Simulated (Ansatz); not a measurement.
# CdS (Hawleyite, F-43m): a volume series of phonon spectra, part 2 of 4

Wanted: mode Grüneisen parameters of CdS (Hawleyite) and a free-energy fit over volumes.

Ansatz 0.2.0; DFT PBE, scalar-relativistic, plane waves, PAW.

So far. Step 2 (A first coarse run): The start is under 2.9 GPa at this level and looks like an insulator or semiconductor on this mesh. Step 4 (Tight relaxation): The residual pressure is 0.0063 GPa, small enough for phonons.

## (5) Phonons, V/V0 1

The same q-mesh and k-mesh are kept at every volume, so that much of their error can cancel in the differences.

The input, input.yaml:

```yaml
crystal:
  lattice:
    - [0.0, 2.9632113916, 2.9632113916]
    - [2.9632113916, 0.0, 2.9632113916]
    - [2.9632113916, 2.9632113916, 0.0]
  atoms:
    - { symbol: Cd, position: [0.0, 0.0, 0.0] }
    - { symbol: S, position: [0.25, 0.25, 0.25] }
kpoints:
  mp_grid: { grid: [8, 8, 8] }
hamiltonian:
  xc: pbe
scf:
  occupations: { method: fixed }
output:
  eigenvalues: true
phonons:
  method: dfpt
  dielectric: true
  rigid_motions: translations
  qmesh: [4, 4, 4]
  temperatures: { t_max: 1000, t_step: 50 }
  qpath:
    path:
      - [[0.0, 0.0, 0.0], [-0.5, -0.5, 0.0], [-0.375, -0.375, 0.25]]
      - [[-0.375, 0.0, 0.375], [0.0, 0.0, 0.0], [0.0, 0.0, 0.5], [-0.5, -0.25, 0.25], [-0.5, -0.5, 0.0]]
    npoints: 10
```

The run is started by

```console
ansatz run input.yaml --threads 2 --pin off --max-ram 5120MiB --backend cpu --events-out ev --progress --plain --runs-dir out
```

Numbers of over 12 decimals in the logs are rounded to 6 here.

The program printed:

```text
Warning: phonons: the dynamical matrix that this run interpolates holds no multipole term above the dipole-dipole one, and a site of this crystal is no centre of inversion, so its interpolated transverse optical and acoustic branches and sound speeds can stay off near Gamma, and the density of states and the thermodynamics with them. What a run solves at a wave vector of phonons.qpoints, Gamma apart, where the deck admits one, is free of this, and under fd what a larger phonons.supercell samples
[...]
Crystal: 2 atoms, lattice volume = 52.038 Å³
Basis set: ecut = 420 eV, 965 PW (Γ), exchange–correlation on 60×60×60 points (8 copies of the dense FFT grid, shifted against one another)
Bands: 17, of which v1, the nominal top of the filled ones, is band 13 counted from 1 (12 counted from 0)
Symmetry: 24 space group operations
k-points: 95 of 512 (irreducible under 4 space group operations, time reversal used)
[...]
SCF iter   1: F=—  HF=-9157.827781 eV  |F-HF|=—  |Δ(HF+E_count)|=         —  Δρ=5.98e-4  dr2=3.06e-4  ethr=1.77e-3  ⟨swp⟩=4.9  Hψ=6926  notcnv=0  defer=186
[...]
SCF iter   7: F=-9157.828470 eV  HF=-9157.828470 eV  |F-HF|=7.64e-11  |Δ(HF+E_count)|=   2.05e-9  Δρ=1.93e-7  dr2=1.72e-11  ethr=1.00e-12  ⟨swp⟩=6.4  Hψ=9603  notcnv=0
SCF 1 converged in 7 iterations: F = -9157.828470 eV  dr2 = 1.72e-11
[...]
DFPT response loops at Γ: preconditioner auto → none (the input reference at scf.mixing.eps_inf says where Resta's filter doesn't serve); β = 0.50; Broyden in place of MSR1
── the response to a field inside a basis, on 10×10×10 k-points: an SCF that follows is theirs, and a resumed run solves both again ──
Bands: 14, of which v1, the nominal top of the filled ones, is band 13 counted from 1 (12 counted from 0)
k-points: 110
[...]
Eigensolver: Dense (110 Hₖ)
SCF iter   1: F=—  HF=-9157.826916 eV  |F-HF|=—  |Δ(HF+E_count)|=         —  Δρ=3.14e-4  dr2=8.27e-6  ethr=1.00e-1
[...]
SCF iter   4: F=-9157.826922 eV  HF=-9157.826922 eV  |F-HF|=1.06e-8  |Δ(HF+E_count)|=   3.05e-8  Δρ=9.29e-6  dr2=3.10e-8  ethr=1.72e-9
SCF 1 converged in 4 iterations: F = -9157.826922 eV  dr2 = 3.10e-8
[...]
WARN: field response: ε∞ stands inside a basis, on 10×10×10 points; the force constants stand on the 8×8×8 k-mesh, whose period is 11.19 times the interband length at k = (0.0000, 0.0000, 0.0000), direct gap 1.042 eV, under 14: take them and everything formed from them as unconverged, and compare with a denser kpoints.mp_grid
NSCF: frozen V_eff on 29 k-points
[...]
DFPT response loops at q = (0, 0, 0.25) (fractional): preconditioner auto → Resta (q_TF=auto, 2.430 Å⁻¹)  ε∞=7.6 (no band partly filled); β = 1.00, the filter's whole step (`scf.mixing.beta` (0.50) is not read by the response loops at its default; to damp them type it under 1.00, their step now; it binds the ground state too); Broyden in place of MSR1
[...]
SCF converged after 7 iterations
Free energy (F): -9157.828470 eV
[...]
Internal energy: -9157.828470 eV  (E = F + TS)
E sigma→0 (E₀):  -9157.828470 eV
Fermi energy:    6.254900 eV
[...]
--- Band table (eV; the first three rows and the last of 95) ---
  k-point 0: bands = [... 9 lower, -0.8898, 6.2549, 6.2549, 6.2549, 7.2966, 12.7865, 12.7865, 12.7865]
  k-point 1: bands = [... 9 lower, -0.8906, 5.2626, 6.1442, 6.1442, 8.1293, 12.5144, 12.9722, 12.9722]
  k-point 2: bands = [... 9 lower, -0.8858, 3.8771, 5.8940, 5.8940, 8.9297, 12.4743, 13.2632, 13.2632]
  k-point 94: bands = [... 9 lower, -0.3339, 2.5808, 4.1965, 4.2344, 11.4729, 11.6911, 13.3830, 14.2913]
--- Phonons (Γ-DFPT): 2 representative perturbations + reference, on 95 of 512 k-points (Σ response iterations 6) ---
  k mesh reduced under 4 symmetry operations, with k and −k counted as one. Each operation leaves every solved perturbation unchanged. A smaller set is not considered because the run solves the response to a homogeneous field
  ASR residual: 1.096e-4 → 0.000e0 eV/Å²; symmetrization residual: 2.522e-6 eV/Å²
  ASR residual per site (eV/Å²): 1.02e-4 1.10e-4
  Γ frequencies (cm⁻¹): 0.00 0.00 0.00 216.02 216.02 216.02
  ε∞ (high-frequency dielectric tensor):
        6.242778     0.000000     0.000000
        0.000000     6.242778     0.000000
        0.000000     0.000000     6.242778
  ε⁰ (static dielectric tensor: ions relaxed, cell fixed):
       10.285872    -0.000000     0.000000
       -0.000000    10.285872    -0.000000
        0.000000    -0.000000    10.285872
  ε⁰ − ε∞ (ionic part):
        4.043095    -0.000000    -0.000000
       -0.000000     4.043095    -0.000000
       -0.000000    -0.000000     4.043095
  softest optical mode at Γ: 216.02 cm⁻¹; the repairs (sum rule, projections) moved no ω² at Γ by more than (1.03 cm⁻¹)²
  Born effective charges Z* (e; rows j = field, columns β = displacement):
    site 0:
         2.23096   -0.00000   -0.00000
        -0.00000    2.23096    0.00000
        -0.00000    0.00000    2.23096
    site 1:
        -2.23096    0.00000    0.00000
         0.00000   -2.23096   -0.00000
         0.00000   -0.00000   -2.23096
  Z* charge neutrality: 2.173e-4 e pre-enforcement
  solved inside a basis spanned on kpoints, on 10×10×10 k-points transformed towards the longest dipole: ε∞ is read to err by 1.6e-2, Z* by 2.1e-2 e (field_mesh: kpoints solves on kpoints); Z* is corrected for what the basis lacks
  optical modes at Γ without the LO–TO term, one row a degenerate level:
      ω (cm⁻¹)  modes    IR ((D/Å)²/amu)
        216.02      3            13.8094
  optical modes at Γ + LO–TO along q̂ = [1.0000, 0.0000, 0.0000]:
      ω (cm⁻¹)  modes    IR ((D/Å)²/amu)
        216.02      2             9.2062
        277.28      1             4.6031
  optical modes at Γ + LO–TO along q̂ = [0.0000, 1.0000, 0.0000]:
      ω (cm⁻¹)  modes    IR ((D/Å)²/amu)
        216.02      2             9.2062
        277.28      1             4.6031
  optical modes at Γ + LO–TO along q̂ = [0.0000, 0.0000, 1.0000]:
      ω (cm⁻¹)  modes    IR ((D/Å)²/amu)
        216.02      2             9.2062
        277.28      1             4.6031
--- Phonons (arbitrary-q DFPT): 8 irreducible q on the 4×4×4 mesh ---
  q = [0.0000, 0.0000, 0.0000] (star 1, of the zone-centre solve; hermiticity 1.18e-6, symmetrization 7.11e-13): -0.00 -0.00 0.00 216.02 216.02 216.02
  q = [0.0000, 0.0000, 0.2500] (star 8, 2 solved perturbations on 288 of 512 k-point pairs; hermiticity 2.48e-6, symmetrization 1.92e-12): 34.39 34.39 94.65 225.88 225.88 279.21
[...]
q = [0.0000, 0.2500, 0.2500] (star 6, 4 solved perturbations in 528 linear systems a pass and spin channel, the states on 164 of 512 k-point pairs; hermiticity 2.54e-6, symmetrization 5.03e-13): 47.42 47.42 97.65 237.97 237.97 276.13
[...]
sum rule: each row above includes the acoustic sum rule's correction from the zone centre's row sums; it moved no ω² by more than (0.96 cm⁻¹)²
  mesh force constants: q→R imaginary residual 1.75e-18; ASR residual 1.096e-4 → 0.000e0 eV/Å²; symmetrization residual 3.553e-15 eV/Å²
  interpolated dispersion: 63 rows × 6 modes
  density of states and harmonic sums: on the 20×20×20 q-mesh, interpolated from the force constants of a 4×4×4 supercell (with the dipole–dipole term)
  largest difference from the sums on the solved wave vectors: F 1.20e-2 eV, S 1.60e-5 and C_V 4.00e-6 eV/K
  zero-point energy: 0.061360 eV/cell   skipped modes (ω ≤ 0): 3   left out of the sums: 6.25e-5 of the cell's modes: C_V's classical limit lies that fraction below 3 k_B per atom; for a crystal, a wire or a layer, F and S can be off by more, and a phonons.interpolated_qmesh denser along its periods is the remedy for the sampling
```

The job ended after 2.9 min (2 threads of Arm Neoverse V2, shared host; peak memory 1.2 GiB; 5.7 min of CPU time).

This step gave:

| Item | Value |
| --- | --- |
| Γ frequencies | 0, 0, 0, 216.0, 216.0, 216.0 cm⁻¹ (negative: imaginary) |
| lowest frequency on the path | 0 cm⁻¹ |
| zero-point energy | 0.06136 eV/cell |
| point group | -43m |
| highest frequency | 281 cm⁻¹ |
| Debye temperature from the second moment | 353 K |

LO-TO term included. Phonon branches along the path, in cm⁻¹:

| point | branch 1 | branch 2 | branch 3 | branch 4 | branch 5 | branch 6 |
| --- | --- | --- | --- | --- | --- | --- |
| Γ | 0 | 0 | 0 | 216 | 216 | 277 |
| halfway | 47 | 47 | 98 | 238 | 238 | 276 |
| X | 54 | 54 | 141 | 256 | 256 | 271 |
| halfway | 54 | 61 | 138 | 254 | 258 | 272 |
| U | 53 | 69 | 133 | 249 | 262 | 274 |
| jump to K | 53 | 69 | 133 | 249 | 262 | 274 |
| halfway | 38 | 60 | 100 | 228 | 242 | 276 |
| Γ | 0 | 0 | 0 | 216 | 216 | 277 |
| halfway | 34 | 34 | 95 | 226 | 226 | 279 |
| L | 43 | 43 | 131 | 234 | 234 | 281 |
| halfway | 52 | 65 | 126 | 243 | 253 | 278 |
| W | 61 | 73 | 129 | 258 | 259 | 273 |
| halfway | 58 | 63 | 136 | 256 | 257 | 272 |
| X | 54 | 54 | 141 | 256 | 256 | 271 |

The phonon branches as a text plot (rows in cm⁻¹):

```
    275 |********************************************************
    263 |              ******                           *****
    252 |        **********  ***                     *****  *****
    240 |      **          **** **                *****
    228 |   ***                *****       *******
    217 |***                      *********
    205 |
    193 |
    181 |
    170 |
    158 |
    146 |            **                                         *
    135 |         ***  *****                    ****     *******
    123 |        *          ***                *    *****
    111 |       *              *             **
    100 |      *                *           *
     88 |                        *
     76 |    **            *               *             ***
     64 |   *          **** ***** **      *          **********
     53 |      ****************  *  *              ******     ***
     41 |  * **                ** **     *   ********
     29 |   *                    *  **     **
     18 | **                      ****  ***
      6 |**                          ****
         Γ           X  U|K            Γ         L        W     X
```

Tetrahedra on 20 20 20, mean over bins of 5 cm⁻¹. Phonon density of states against wavenumber; read off at these points:

| wavenumber (cm⁻¹) | phonon density of states (1/cm⁻¹/cell) |
| --- | --- |
| 2 | 5.0e-5 |
| 12 | 0.0011 |
| 22 | 0.00397 |
| 32 | 0.0095 |
| 42 | 0.0348 |
| 52 | 0.0872 |
| 62 | 0.0460 |
| 68 | 0.0587 |
| 72 | 0.0140 |
| 78 | 0.00239 |
| 88 | 0.00368 |
| 98 | 0.00583 |
| 108 | 0.00971 |
| 118 | 0.0187 |
| 128 | 0.0632 |
| 138 | 0.0075 |
| 148 | 0 |
| 158 | 0 |
| 168 | 0 |
| 178 | 0 |
| 188 | 0 |
| 198 | 0 |
| 208 | 0 |
| 212 | 0 |
| 222 | 0.0132 |
| 232 | 0.0411 |
| 242 | 0.0582 |
| 252 | 0.0658 |
| 262 | 0.0167 |
| 272 | 0.0511 |
| 278 | 0.140 |
| 282 | 0.00912 |

Harmonic. Thermo, by row:

| T (K) | F_vib (meV/atom) | S (J/mol-atom/K) | C_V (J/mol-atom/K) |
| --- | --- | --- | --- |
| 0 | 30.68 | 0 | 0 |
| 50 | 29.45 | 6.518 | 9.031 |
| 100 | 23.83 | 14.96 | 15.71 |
| 150 | 14.16 | 22.16 | 19.61 |
| 200 | 1.09 | 28.1 | 21.61 |
| 250 | -14.8 | 33.05 | 22.69 |
| 300 | -33.04 | 37.25 | 23.33 |
| 350 | -53.31 | 40.88 | 23.74 |
| 400 | -75.34 | 44.07 | 24.01 |
| 450 | -98.92 | 46.91 | 24.2 |
| 500 | -123.9 | 49.47 | 24.34 |
| 550 | -150.2 | 51.79 | 24.44 |
| 600 | -177.6 | 53.92 | 24.52 |
| 650 | -206 | 55.89 | 24.58 |
| 700 | -235.4 | 57.71 | 24.63 |
| 750 | -265.8 | 59.41 | 24.67 |
| 800 | -297 | 61 | 24.7 |
| 850 | -329 | 62.5 | 24.73 |
| 900 | -361.8 | 63.92 | 24.75 |
| 950 | -395.2 | 65.25 | 24.77 |
| 1000 | -429.4 | 66.53 | 24.79 |

The modes has structure finer than the step of the table below, so its rows give means over 10 cm⁻¹, whole bins alone (the curve runs from -10 to 299 cm⁻¹). Peaks (cm⁻¹: height): Cd 54.2: 0.0772, 126.2: 0.0546, 276.0: 0.0106; S 252.7: 0.0586, 276.0: 0.119.

Phonopy on the run's constants, 17x17x17 mesh, Gaussian sigma 2.2 cm⁻¹. Table of modes by wavenumber; means over each step; values in 1/cm⁻¹/cell:

| wavenumber (cm⁻¹) | Cd | S |
| --- | --- | --- |
| 0 | 6.9e-5 | 1.7e-5 |
| 10 | 6.7e-4 | 1.9e-4 |
| 20 | 0.00261 | 6.7e-4 |
| 30 | 0.00664 | 0.00154 |
| 40 | 0.0217 | 0.00422 |
| 50 | 0.0592 | 0.00910 |
| 60 | 0.0549 | 0.00688 |
| 70 | 0.0320 | 0.00350 |
| 80 | 0.00268 | 4.8e-4 |
| 90 | 0.00359 | 6.1e-4 |
| 100 | 0.00594 | 8.1e-4 |
| 110 | 0.0105 | 0.00102 |
| 120 | 0.0264 | 0.00133 |
| 130 | 0.0370 | 8.1e-4 |
| 140 | 0.00489 | 3.8e-5 |
| 150 | 2.5e-5 | 0 |
| 160 | 0 | 0 |
| 170 | 0 | 0 |
| 180 | 0 | 0 |
| 190 | 0 | 0 |
| 200 | 0 | 0 |
| 210 | 5.6e-5 | 2.1e-4 |
| 220 | 0.00185 | 0.00754 |
| 230 | 0.00537 | 0.0273 |
| 240 | 0.00770 | 0.0484 |
| 250 | 0.00644 | 0.0556 |
| 260 | 0.00228 | 0.0367 |
| 270 | 0.00241 | 0.0324 |
| 280 | 0.00504 | 0.0601 |
| 290 | 1.9e-5 | 3.5e-4 |

Born charge (rows field, columns displacement) (e), principal values of the symmetric part by kind of site:

| atom | atoms with these values | low | middle | high | mean |
| --- | --- | --- | --- | --- | --- |
| Cd1 | 1 | 2.23 | 2.23 | 2.23 | 2.23 |
| S2 | 1 | -2.23 | -2.23 | -2.23 | -2.23 |

In full for Cd1:

```
2.23 0.00 0.00
0.00 2.23 0.00
0.00 0.00 2.23
```

ε∞:

```
6.24 0.00 0.00
0.00 6.24 0.00
0.00 0.00 6.24
```

No LO-TO term. Modes at Γ, with each element's share of the kinetic energy:

| mode | frequency (cm⁻¹) | symmetry | Cd % | S % |
| --- | --- | --- | --- | --- |
| 1 | 0.0 | T2 | 78 | 22 |
| 2 | 0.0 | T2 | 78 | 22 |
| 3 | 0.0 | T2 | 78 | 22 |
| 4 | 216.0 | T2 | 22 | 78 |
| 5 | 216.0 | T2 | 22 | 78 |
| 6 | 216.0 | T2 | 22 | 78 |

Displacements in mode 4 (216.0 cm⁻¹), the largest set to 1:
```
Cd1  0.16 -0.29 -0.05
S2  -0.57  1.00  0.17
```

No mode is imaginary beyond numerical noise at the solved wavevectors.

## (6) Single point at a scaled cell, V/V0 1.015

Symmetry fixes every atom, so a single point at the scaled cell gives the energy and pressure of this member.

The cell differs from the one that the last finished run ended in (a 4.191 → 4.211 Å, b 4.191 → 4.211 Å, c 4.191 → 4.211 Å).

input.yaml, the sections that differ from step 5:

```yaml
crystal:
  lattice:
    - [0.0, 2.9779539795, 2.9779539795]
    - [2.9779539795, 0.0, 2.9779539795]
    - [2.9779539795, 2.9779539795, 0.0]
  atoms:
    - { symbol: Cd, position: [0.0, 0.0, 0.0] }
    - { symbol: S, position: [0.25, 0.25, 0.25] }
output:
  forces: true
  stress: true
  eigenvalues: true
# kpoints, hamiltonian, scf: as in step 5
# phonons: removed
```

The program printed:

```text
[...]
Crystal: 2 atoms, lattice volume = 52.818 Å³
Basis set: ecut = 420 eV, 1037 PW (Γ), exchange–correlation on 60×60×60 points (8 copies of the dense FFT grid, shifted against one another)
Bands: 17, of which v1, the nominal top of the filled ones, is band 13 counted from 1 (12 counted from 0)
Symmetry: 24 space group operations
[...]
k-points: 29 of 512 (time reversal used)
[...]
SCF iter   1: F=—  HF=-9157.825952 eV  |F-HF|=—  |Δ(HF+E_count)|=         —  Δρ=6.14e-4  dr2=3.52e-4  ethr=1.77e-3  ⟨swp⟩=4.9  Hψ=2108  notcnv=0  defer=55
[...]
SCF iter   6: F=-9157.826601 eV  HF=-9157.826601 eV  |F-HF|=9.11e-10  |Δ(HF+E_count)|=   6.12e-8  Δρ=1.79e-6  dr2=1.37e-9  ethr=5.12e-11  ⟨swp⟩=5.1  Hψ=2380  notcnv=0
SCF 1 converged in 6 iterations: F = -9157.826601 eV  dr2 = 1.37e-9
[...]
SCF converged after 6 iterations
Free energy (F): -9157.826601 eV
[...]
Internal energy: -9157.826601 eV  (E = F + TS)
E sigma→0 (E₀):  -9157.826601 eV
Fermi energy:    6.058168 eV
[...]
--- Stress (GPa, compression-positive) ---
       -0.762826       0.000000      -0.000000
        0.000000      -0.762826       0.000000
       -0.000000       0.000000      -0.762826
  P = ⅓ Tr σ = -0.7628 GPa (-7.628 kbar)
--- Band table (eV; the first three rows and the last of 29) ---
  k-point 0: bands = [... 9 lower, -1.0611, 6.0582, 6.0582, 6.0582, 7.0668, 12.5889, 12.5889, 12.5889]
  k-point 1: bands = [... 9 lower, -1.0618, 5.0744, 5.9507, 5.9507, 7.8986, 12.3130, 12.7710, 12.7710]
  k-point 2: bands = [... 9 lower, -1.0573, 3.7139, 5.7077, 5.7077, 8.6986, 12.2595, 13.0578, 13.0578]
  k-point 28: bands = [... 9 lower, -0.5268, 2.4502, 4.0600, 4.0868, 11.2105, 11.4952, 13.1541, 14.0943]
```

The job ended after 1 s (2 threads; peak memory 0.31 GiB).

This step gave:

* pressure: -0.7628 GPa
* gap on the k-mesh: 1.009 eV
* volume per atom: 26.41 Å³

At this level the gap is 1.01 eV on the k-mesh of the self-consistent run, which can miss the band edges.

## (7) Lattice dynamics at this volume, V/V0 1.015

The same q-mesh and k-mesh are kept at every volume, so that much of their error can cancel in the differences.

input.yaml, the sections that differ from step 6:

```yaml
output:
  eigenvalues: true
phonons:
  method: dfpt
  dielectric: true
  rigid_motions: translations
  qmesh: [4, 4, 4]
  temperatures: { t_max: 1000, t_step: 50 }
  qpath:
    path:
      - [[0.0, 0.0, 0.0], [-0.5, -0.5, 0.0], [-0.375, -0.375, 0.25]]
      - [[-0.375, 0.0, 0.375], [0.0, 0.0, 0.0], [0.0, 0.0, 0.5], [-0.5, -0.25, 0.25], [-0.5, -0.5, 0.0]]
    npoints: 10
# crystal, kpoints, hamiltonian, scf: as in step 6
```

The program printed:

```text
[...]
Crystal: 2 atoms, lattice volume = 52.818 Å³
Basis set: ecut = 420 eV, 1037 PW (Γ), exchange–correlation on 60×60×60 points (8 copies of the dense FFT grid, shifted against one another)
Bands: 17, of which v1, the nominal top of the filled ones, is band 13 counted from 1 (12 counted from 0)
Symmetry: 24 space group operations
[...]
optical modes at Γ + LO–TO along q̂ = [0.0000, 1.0000, 0.0000]:
      ω (cm⁻¹)  modes    IR ((D/Å)²/amu)
        209.98      2             9.3506
        272.32      1             4.6753
  optical modes at Γ + LO–TO along q̂ = [0.0000, 0.0000, 1.0000]:
      ω (cm⁻¹)  modes    IR ((D/Å)²/amu)
        209.98      2             9.3506
        272.32      1             4.6753
--- Phonons (arbitrary-q DFPT): 8 irreducible q on the 4×4×4 mesh ---
[...]
interpolated dispersion: 63 rows × 6 modes
[...]
[key lines of the parts left out:]
SCF converged after 7 iterations
Free energy (F): -9157.826601 eV
Fermi energy:    6.058182 eV
```

Wall time 2.9 min (2 threads); peak memory 1.2 GiB; 5.7 min of CPU time.

LO-TO term included. Phonon branches along the path, in cm⁻¹:

| point | branch 1 | branch 2 | branch 3 | branch 4 | branch 5 | branch 6 |
| --- | --- | --- | --- | --- | --- | --- |
| Γ | 0 | 0 | 0 | 210 | 210 | 272 |
| halfway | 48 | 48 | 96 | 232 | 232 | 271 |
| X | 56 | 56 | 139 | 249 | 249 | 266 |
| halfway | 55 | 61 | 136 | 247 | 252 | 266 |
| U | 54 | 69 | 130 | 243 | 256 | 268 |
| jump to K | 54 | 69 | 130 | 243 | 256 | 268 |
| halfway | 39 | 60 | 98 | 222 | 236 | 271 |
| Γ | 0 | 0 | 0 | 210 | 210 | 272 |
| halfway | 35 | 35 | 93 | 220 | 220 | 274 |
| L | 44 | 44 | 129 | 228 | 228 | 275 |
| halfway | 53 | 66 | 124 | 236 | 247 | 272 |
| W | 62 | 73 | 127 | 252 | 253 | 266 |
| halfway | 58 | 64 | 134 | 250 | 250 | 266 |
| X | 56 | 56 | 139 | 249 | 249 | 266 |

The phonon branches as a text plot (rows in cm⁻¹):

```
    270 |********************************************************
    258 |               *****                           ****
    247 |        **********  ***                     ************
    235 |      **          **** *                  *****
    224 |   ***                *****        ********
    212 |***                      **********
    201 |
    189 |
    178 |
    166 |
    155 |
    143 |            **                                        **
    132 |         ***  *****                    ****     ******
    120 |        *          ***                *    *****
    109 |       *              *             **
     98 |      *                *           *
     86 |                        *
     75 |    **            **              *            *****
     63 |   *          ****  **** **      *          **********
     52 |      ****************  *  *             ******       **
     40 |  * **                ** **     *  ********
     29 |   *                    *****     *
     17 | **                        **  ***
      6 |**                          ****
         Γ           X  U|K            Γ         L        W     X
```

No mode is imaginary beyond numerical noise at the solved wavevectors. The highest zone-centre mode (no LO–TO term) moved by -2.8 % for a volume change of +1.5 %.

(Continued in part 3 of 4.)

[Logs are printed without paths, hosts, clocks, repeated set-up lines and the standing remarks that a program may print on its own settings, such as how far it seeks lower states.]

[Hosts, paths, dates, database ids (printed as entryN), source tags and the programs' standing remarks are cut or masked in the printed files.]

[A step with changed settings may run another functional than the one named; its input shows which.]

[Of the runs on displaced cells, only some may be shown.]
